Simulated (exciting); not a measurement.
**F K-edge absorption of NaF (Villiaumite), all-electron BSE**

How far do the exchange and direct terms reshape the F K edge of NaF (Villiaumite)?

Main program and level: exciting sodium; X-ray absorption, core-level Bethe-Salpeter equation, exchange and statically screened direct term, Tamm-Dancoff, all-electron LAPW+lo PBEsol.

Report form: the programs' logs are mostly left out.

## 1. The structure

Symmetry: Fm-3m, No. 225, cubic system. Conventional cell: a = 4.640 Å, b = 4.640 Å, c = 4.640 Å, α = 90.00°, β = 90.00°, γ = 90.00°. Nearest to Na lie 6 F at 2.32 Å. F has 6 Na at 2.32 Å nearest. Farther neighbours and most contacts between anions are not listed.

As a file:

```cif
data_structure
_symmetry_space_group_name_H-M 'P 1'
_symmetry_Int_Tables_number 1
_cell_length_a 3.2810
_cell_length_b 3.2810
_cell_length_c 3.2810
_cell_angle_alpha 60.000
_cell_angle_beta 60.000
_cell_angle_gamma 60.000
_cell_volume 24.97
loop_
_atom_site_label
_atom_site_type_symbol
_atom_site_fract_x
_atom_site_fract_y
_atom_site_fract_z
_atom_site_occupancy
Na1 Na 0.00000 0.00000 0.00000 1
F2 F 0.50000 0.50000 0.50000 1
```

Differences between curves are given as r.m.s. difference over r.m.s. height.

## 2. Ground state

The species files are the program's own, with muffin-tin radii set in the input.

File input.xml:

```
<input>
  <title>NaF</title>
  <structure speciespath="." autormt="false" epslat="1.0e-5">
    <crystal>
      <basevect>0.0000000000 4.3841646083 4.3841646083</basevect>
      <basevect>4.3841646083 0.0000000000 4.3841646083</basevect>
      <basevect>4.3841646083 4.3841646083 0.0000000000</basevect>
    </crystal>
    <species speciesfile="Na.xml" rmt="2.240">
      <atom coord="0.0000000000 0.0000000000 0.0000000000"/>
    </species>
    <species speciesfile="F.xml" rmt="2.013">
      <atom coord="0.5000000000 0.5000000000 0.5000000000"/>
    </species>
  </structure>
  <groundstate do="fromscratch" xctype="GGA_PBE_SOL" ngridk="5 5 5" rgkmax="7" gmaxvr="14" nempty="8" swidth="0.001" maxscl="100" epsengy="1e-5"/>
</input>
```

Command:

```sh
$ OMP_NUM_THREADS=1 mpirun -n 4 exciting
```

Run time: 12 s. Hardware: 4 MPI ranks of Arm Neoverse V1, shared host.

The warnings file holds hints only, no warning.

The mesh shows a gap of 6.16 eV. Core levels (Dirac, from the valence top):

```
atom  level  energy (eV)
  Na  1s1/2      -1021.0
   F  1s1/2       -648.6
```

## 3. A richer basis for the empty states

Each species file gets more local orbitals, built from u and its energy derivative at 0.15 Ha and u at 0.9 Ha.

input.xml is that of step 2.

File SPECIES.xml, added lines:

```
<lo l="L">  <!-- L = 0, 1, 2 -->
  <wf matchingOrder="0" trialEnergy="0.1500" searchE="false"/>
  <wf matchingOrder="1" trialEnergy="0.1500" searchE="false"/>
  <wf matchingOrder="0" trialEnergy="0.9000" searchE="false"/>
</lo>
```

Command:

```sh
$ OMP_NUM_THREADS=1 mpirun -n 4 exciting
```

It took 12 s on 4 MPI ranks.

Against the first ground state the total energy moves by -8 meV an atom and the gap by 0.00 eV.

## 4. Screening, kernels and BSE for F atom 2

The absorber has 6 Na at 2.32 Å (octahedral, site symmetry m-3m).

Changes to input.xml since step 3:

```diff
@@ -15,3 +15,20 @@
   </structure>
-  <groundstate do="fromscratch" xctype="GGA_PBE_SOL" ngridk="5 5 5" rgkmax="7" gmaxvr="14" nempty="8" swidth="0.001" maxscl="100" epsengy="1e-5"/>
+  <groundstate do="skip" xctype="GGA_PBE_SOL" ngridk="5 5 5" rgkmax="7" gmaxvr="14" nempty="8" swidth="0.001" maxscl="100" epsengy="1e-5"/>
+  <xs xstype="BSE" ngridk="6 6 6" ngridq="6 6 6" vkloff="0.097 0.273 0.493" rgkmax="7" nempty="16" gqmax="3" lmaxapwwf="5" lmaxemat="2" broad="0.01654" tevout="true">
+    <energywindow intv="23.618 25.235" points="439"/>
+    <screening screentype="full" nempty="31"/>
+    <BSE xas="true" xasspecies="2" xasatom="1" xasedge="K" bsetype="singlet" nstlxas="1 12"/>
+    <qpointset>
+      <qpoint>0 0 0</qpoint>
+    </qpointset>
+    <plan>
+      <doonly task="xsgeneigvec"/>
+      <doonly task="writepmatxs"/>
+      <doonly task="scrgeneigvec"/>
+      <doonly task="scrwritepmat"/>
+      <doonly task="screen"/>
+      <doonly task="scrcoulint"/>
+      <doonly task="exccoulint"/>
+    </plan>
+  </xs>
 </input>
```

File input.xml for the last start (plan only):

```
  <plan>
    <doonly task="bse"/>
  </plan>
```

Command:

```sh
$ OMP_NUM_THREADS=1 mpirun -n 4 exciting
$ OMP_NUM_THREADS=4 exciting
```

It took 8.6 min on 4 MPI ranks.

Wall time by task: xsgeneigvec 2.8 s, writepmatxs 6.2 s, scrgeneigvec 2.5 s, scrwritepmat 1.6 s, screen 47 s, scrcoulint 4.1 min, exccoulint 2.5 min, bse 64 s.

The F K spectrum of F atom 2 (energy from the Kohn–Sham onset, core level to the lowest empty state found on the meshes used, 654.69 eV; the ground-state mesh sets it, and the shifted mesh has its lowest transition 0.19 eV above it; Im ε scaled to the maximum of the singlet run; cut below the end of the band set):

```csv
E (eV),Im ε
-5.0,0.02
-4.5,0.03
-4.0,0.03
-3.5,0.04
-3.0,0.06
-2.5,0.08
-2.0,0.13
-1.5,0.24
-1.0,0.56
-0.5,0.99
0.0,0.97
0.5,0.88
1.0,0.82
1.5,0.75
2.0,0.67
2.5,0.58
3.0,0.54
3.5,0.45
4.0,0.39
4.5,0.31
5.0,0.21
5.5,0.16
6.0,0.14
6.5,0.14
7.0,0.18
7.5,0.22
8.0,0.21
8.5,0.22
9.0,0.25
9.5,0.30
10.0,0.40
10.5,0.43
11.0,0.35
11.5,0.26
12.0,0.20
12.5,0.16
13.0,0.15
13.5,0.15
14.0,0.17
14.5,0.17
15.0,0.17
15.5,0.19
16.0,0.19
16.5,0.24
17.0,0.30
17.5,0.34
18.0,0.35
18.5,0.35
19.0,0.27
19.5,0.21
20.0,0.19
20.5,0.16
21.0,0.14
21.5,0.11
22.0,0.10
22.5,0.09
23.0,0.10
23.5,0.11
```

Maxima (height): -0.3 eV (1.00), 10.3 eV (0.43) and 18.4 eV (0.35).

The Hamiltonian has 5184 rows. The lowest groups of eigenvalues and the brightest ones, on the scale above (the program counts from the shifted mesh's onset, 0.19 eV higher). Core spinors bring spin-forbidden partners, so dark means forbidden by spin or by symmetry, and the shifted mesh splits states that symmetry would keep together:

```csv
energy (eV),states within 10 meV,relative strength
-2.171,2,dark
-0.800,2,0.39
-0.675,2,0.77
-0.630,1,dark
-0.620,1,1.00
-0.492,2,0.50
-0.266,2,0.46
-0.087,2,0.76
0.380,1,0.39
```

## 5. Independent particles

Changes to input.xml since step 4:

```diff
@@ -19,3 +19,3 @@
     <screening screentype="full" nempty="31"/>
-    <BSE xas="true" xasspecies="2" xasatom="1" xasedge="K" bsetype="singlet" nstlxas="1 12"/>
+    <BSE xas="true" xasspecies="2" xasatom="1" xasedge="K" bsetype="IP" nstlxas="1 12"/>
     <qpointset>
@@ -24,9 +24,3 @@
     <plan>
-      <doonly task="xsgeneigvec"/>
-      <doonly task="writepmatxs"/>
-      <doonly task="scrgeneigvec"/>
-      <doonly task="scrwritepmat"/>
-      <doonly task="screen"/>
-      <doonly task="scrcoulint"/>
-      <doonly task="exccoulint"/>
+      <doonly task="bse"/>
     </plan>
```

Command:

```sh
$ OMP_NUM_THREADS=4 exciting
```

The job ended after 1.5 s (4 threads).

Maxima (height): 6.7 eV (0.88), 13.3 eV (0.54), 16.8 eV (0.26) and 22.2 eV (0.60). Against the singlet run the r.m.s. difference is 97 %. Moving the earlier curve by +5.3 eV leaves 51 %. The highest maximum lies at 6.7 eV (0.88), against -0.3 eV (1.00).

## 6. Exchange alone

Changes to input.xml since step 5:

```diff
@@ -19,3 +19,3 @@
     <screening screentype="full" nempty="31"/>
-    <BSE xas="true" xasspecies="2" xasatom="1" xasedge="K" bsetype="IP" nstlxas="1 12"/>
+    <BSE xas="true" xasspecies="2" xasatom="1" xasedge="K" bsetype="RPA" nstlxas="1 12"/>
     <qpointset>
```

Command:

```sh
$ OMP_NUM_THREADS=4 exciting
```

Elapsed: 63 s, on 4 threads.

Maxima (height): 6.7 eV (0.88), 13.3 eV (0.54), 16.8 eV (0.26) and 22.2 eV (0.60). Against the independent-particle run the r.m.s. difference is 2 %.

## 7. Broadening

Changed against the first singlet run: half width (eV) from 0.45 to 1.35.

Changes to input.xml since step 6:

```diff
@@ -16,6 +16,6 @@
   <groundstate do="skip" xctype="GGA_PBE_SOL" ngridk="5 5 5" rgkmax="7" gmaxvr="14" nempty="8" swidth="0.001" maxscl="100" epsengy="1e-5"/>
-  <xs xstype="BSE" ngridk="6 6 6" ngridq="6 6 6" vkloff="0.097 0.273 0.493" rgkmax="7" nempty="16" gqmax="3" lmaxapwwf="5" lmaxemat="2" broad="0.01654" tevout="true">
+  <xs xstype="BSE" ngridk="6 6 6" ngridq="6 6 6" vkloff="0.097 0.273 0.493" rgkmax="7" nempty="16" gqmax="3" lmaxapwwf="5" lmaxemat="2" broad="0.04961" tevout="true">
     <energywindow intv="23.618 25.235" points="439"/>
     <screening screentype="full" nempty="31"/>
-    <BSE xas="true" xasspecies="2" xasatom="1" xasedge="K" bsetype="RPA" nstlxas="1 12"/>
+    <BSE xas="true" xasspecies="2" xasatom="1" xasedge="K" bsetype="singlet" nstlxas="1 12"/>
     <qpointset>
```

Command:

```sh
$ OMP_NUM_THREADS=4 exciting
```

It took 72 s on 4 threads.

The spectrum differs from the singlet run by 26 % r.m.s. The highest maximum lies at 0.4 eV (0.66), against -0.3 eV (1.00). Only the width of each line changes; the area stays. A table step wider than the lines misses their tops.

```csv
E (eV),first run,this run
-10.0,0.01,0.02
-9.0,0.01,0.02
-8.0,0.01,0.03
-7.0,0.01,0.04
-6.0,0.02,0.05
-5.0,0.02,0.06
-4.0,0.03,0.09
-3.0,0.06,0.14
-2.0,0.13,0.26
-1.0,0.56,0.48
0.0,0.97,0.65
1.0,0.82,0.64
2.0,0.67,0.57
3.0,0.54,0.47
4.0,0.39,0.37
5.0,0.21,0.27
6.0,0.14,0.22
7.0,0.18,0.22
8.0,0.21,0.23
9.0,0.25,0.26
10.0,0.40,0.30
11.0,0.35,0.28
12.0,0.20,0.22
13.0,0.15,0.19
14.0,0.17,0.18
15.0,0.17,0.19
16.0,0.19,0.21
17.0,0.30,0.25
18.0,0.35,0.27
19.0,0.27,0.24
20.0,0.19,0.19
21.0,0.14,0.15
22.0,0.10,0.12
23.0,0.10,0.11
```

## 8. Local-field cutoff

Changed against the first singlet run: cutoff of the kernels (bohr⁻¹) from 3 to 1.5.

Changes to input.xml since step 7:

```diff
@@ -16,3 +16,3 @@
   <groundstate do="skip" xctype="GGA_PBE_SOL" ngridk="5 5 5" rgkmax="7" gmaxvr="14" nempty="8" swidth="0.001" maxscl="100" epsengy="1e-5"/>
-  <xs xstype="BSE" ngridk="6 6 6" ngridq="6 6 6" vkloff="0.097 0.273 0.493" rgkmax="7" nempty="16" gqmax="3" lmaxapwwf="5" lmaxemat="2" broad="0.04961" tevout="true">
+  <xs xstype="BSE" ngridk="6 6 6" ngridq="6 6 6" vkloff="0.097 0.273 0.493" rgkmax="7" nempty="16" gqmax="1.5" lmaxapwwf="5" lmaxemat="2" broad="0.01654" tevout="true">
     <energywindow intv="23.618 25.235" points="439"/>
@@ -24,3 +24,6 @@
     <plan>
-      <doonly task="bse"/>
+      <doonly task="xsgeneigvec"/>
+      <doonly task="screen"/>
+      <doonly task="scrcoulint"/>
+      <doonly task="exccoulint"/>
     </plan>
```

File input.xml for the last start (plan only):

```
  <plan>
    <doonly task="bse"/>
  </plan>
```

Command:

```sh
$ OMP_NUM_THREADS=1 mpirun -n 4 exciting
$ OMP_NUM_THREADS=4 exciting
```

Run time: 4.6 min. Hardware: 4 MPI ranks.

Wall time by task: xsgeneigvec 3.2 s, screen 33 s, scrcoulint 2.4 min, exccoulint 35 s, bse 62 s.

These settings are cheaper. Against the singlet run the r.m.s. difference is 8 %. The highest maximum lies at -0.1 eV (0.93), against -0.3 eV (1.00). The kernels miss the short-range part of the Coulomb interaction, its components above their cutoff.

```
E (eV)  first run  this run
  -5.0       0.02      0.02
  -4.0       0.03      0.03
  -3.0       0.06      0.05
  -2.0       0.13      0.11
  -1.0       0.56      0.45
   0.0       0.97      0.92
   1.0       0.82      0.85
   2.0       0.67      0.72
   3.0       0.54      0.59
   4.0       0.39      0.43
   5.0       0.21      0.22
   6.0       0.14      0.14
   7.0       0.18      0.19
   8.0       0.21      0.22
   9.0       0.25      0.26
  10.0       0.40      0.40
  11.0       0.35      0.35
  12.0       0.20      0.20
  13.0       0.15      0.15
  14.0       0.17      0.17
  15.0       0.17      0.18
  16.0       0.19      0.20
  17.0       0.30      0.31
  18.0       0.35      0.34
  19.0       0.27      0.25
  20.0       0.19      0.18
  21.0       0.14      0.13
  22.0       0.10      0.10
  23.0       0.10      0.09
```

## 9. Shipped basis

Changed against the first singlet run: added local orbitals (Ha) from 0.9 to none.

Changes to input.xml since step 8:

```diff
@@ -16,4 +16,4 @@
   <groundstate do="skip" xctype="GGA_PBE_SOL" ngridk="5 5 5" rgkmax="7" gmaxvr="14" nempty="8" swidth="0.001" maxscl="100" epsengy="1e-5"/>
-  <xs xstype="BSE" ngridk="6 6 6" ngridq="6 6 6" vkloff="0.097 0.273 0.493" rgkmax="7" nempty="16" gqmax="1.5" lmaxapwwf="5" lmaxemat="2" broad="0.01654" tevout="true">
-    <energywindow intv="23.618 25.235" points="439"/>
+  <xs xstype="BSE" ngridk="6 6 6" ngridq="6 6 6" vkloff="0.097 0.273 0.493" rgkmax="7" nempty="16" gqmax="3" lmaxapwwf="5" lmaxemat="2" broad="0.01654" tevout="true">
+    <energywindow intv="23.620 25.237" points="439"/>
     <screening screentype="full" nempty="31"/>
@@ -25,2 +25,5 @@
       <doonly task="xsgeneigvec"/>
+      <doonly task="writepmatxs"/>
+      <doonly task="scrgeneigvec"/>
+      <doonly task="scrwritepmat"/>
       <doonly task="screen"/>
```

File input.xml for the last start (plan only):

```
  <plan>
    <doonly task="bse"/>
  </plan>
```

The job ended after 8 min (4 MPI ranks).

Against the singlet run the r.m.s. difference is 19 %. The highest maximum lies at -0.3 eV (0.87), against -0.3 eV (1.00). The first bright state moves from -0.80 to -0.76 eV. The lowest bare transition of this run lies at 0.25 eV, against 0.19. The linearised basis grows poor far above its energy parameter.

```
E (eV)  first run  this run
  -5.0       0.02      0.02
  -4.0       0.03      0.03
  -3.0       0.06      0.05
  -2.0       0.13      0.11
  -1.0       0.56      0.46
   0.0       0.97      0.85
   1.0       0.82      0.72
   2.0       0.67      0.58
   3.0       0.54      0.47
   4.0       0.39      0.34
   5.0       0.21      0.19
   6.0       0.14      0.11
   7.0       0.18      0.14
   8.0       0.21      0.16
   9.0       0.25      0.18
  10.0       0.40      0.26
  11.0       0.35      0.28
  12.0       0.20      0.16
  13.0       0.15      0.10
  14.0       0.17      0.11
  15.0       0.17      0.11
  16.0       0.19      0.12
  17.0       0.30      0.16
  18.0       0.35      0.21
  19.0       0.27      0.23
  20.0       0.19      0.15
  21.0       0.14      0.12
  22.0       0.10      0.08
  23.0       0.10      0.06
```

## 10. From independent particles to the full kernel

```csv
level,curve passes 0.15 (eV),highest maximum (eV),its height
IP,2.5,6.7,0.88
RPA,2.6,6.7,0.88
singlet,-1.8,-0.3,1.00
```

```
E (eV)    IP   RPA  singlet
  -5.0  0.01  0.01     0.02
  -4.0  0.01  0.01     0.03
  -3.0  0.01  0.01     0.06
  -2.0  0.01  0.01     0.13
  -1.0  0.01  0.01     0.56
   0.0  0.03  0.02     0.97
   1.0  0.06  0.06     0.82
   2.0  0.12  0.11     0.67
   3.0  0.19  0.19     0.54
   4.0  0.27  0.27     0.39
   5.0  0.36  0.35     0.21
   6.0  0.56  0.54     0.14
   7.0  0.79  0.79     0.18
   8.0  0.31  0.31     0.21
   9.0  0.22  0.22     0.25
  10.0  0.20  0.20     0.40
  11.0  0.20  0.19     0.35
  12.0  0.28  0.28     0.20
  13.0  0.50  0.50     0.15
  14.0  0.40  0.41     0.17
  15.0  0.26  0.26     0.17
  16.0  0.22  0.23     0.19
  17.0  0.25  0.25     0.30
  18.0  0.17  0.17     0.35
  19.0  0.18  0.18     0.27
  20.0  0.26  0.26     0.19
  21.0  0.41  0.41     0.14
  22.0  0.59  0.59     0.10
  23.0  0.45  0.46     0.10
```

## 11. Summary of results

| Item | Value |
| --- | --- |
| absorber and edge | F K, atom 2 |
| surroundings | 6 Na at 2.32 Å (octahedral, site symmetry m-3m) |
| first bright state | -0.80 eV from the Kohn–Sham onset, on this mesh |
| highest maximum | -0.3 eV |
| cost of the BSE run | 8.6 min on 4 MPI ranks of Arm Neoverse V1, shared host; the last task ran on as many threads |

Is a core exciton bound? Yes on this mesh: the first bright state (over 5 % of the brightest) lies at -0.80 eV from the Kohn–Sham onset and at -0.99 eV from the lowest bare transition of its own mesh; weaker or dark states reach down to -2.17 eV. Changing the half width (eV) from 0.45 to 1.35 alters the spectrum by 26 % r.m.s. Changing the added local orbitals (Ha) from 0.9 to none alters the spectrum by 19 % r.m.s. Exchange alone changes the independent-particle spectrum by 1.5 % r.m.s. With 216 k points the binding energies are rough. The kernel cutoff is low for a compact core orbital, so the effect of exchange is a lower bound. The zero comes from the unshifted 5×5×5 ground-state mesh; it is exact only where the band minimum lies on that mesh. The Kohn–Sham onset, 655 eV, is no photon energy: the scale needs a rigid shift. No quasiparticle correction widens the gap or stretches the bands. Vibrations and energy-dependent lifetimes are left out. The structure is a published determination, not relaxed.

[Logs are printed without paths, hosts, clocks, repeated set-up lines and the standing remarks that a program may print on its own settings, such as how far it seeks lower states.]

[Hosts, paths, dates, database ids (printed as entryN), source tags and the programs' standing remarks are cut or masked in the printed files.]
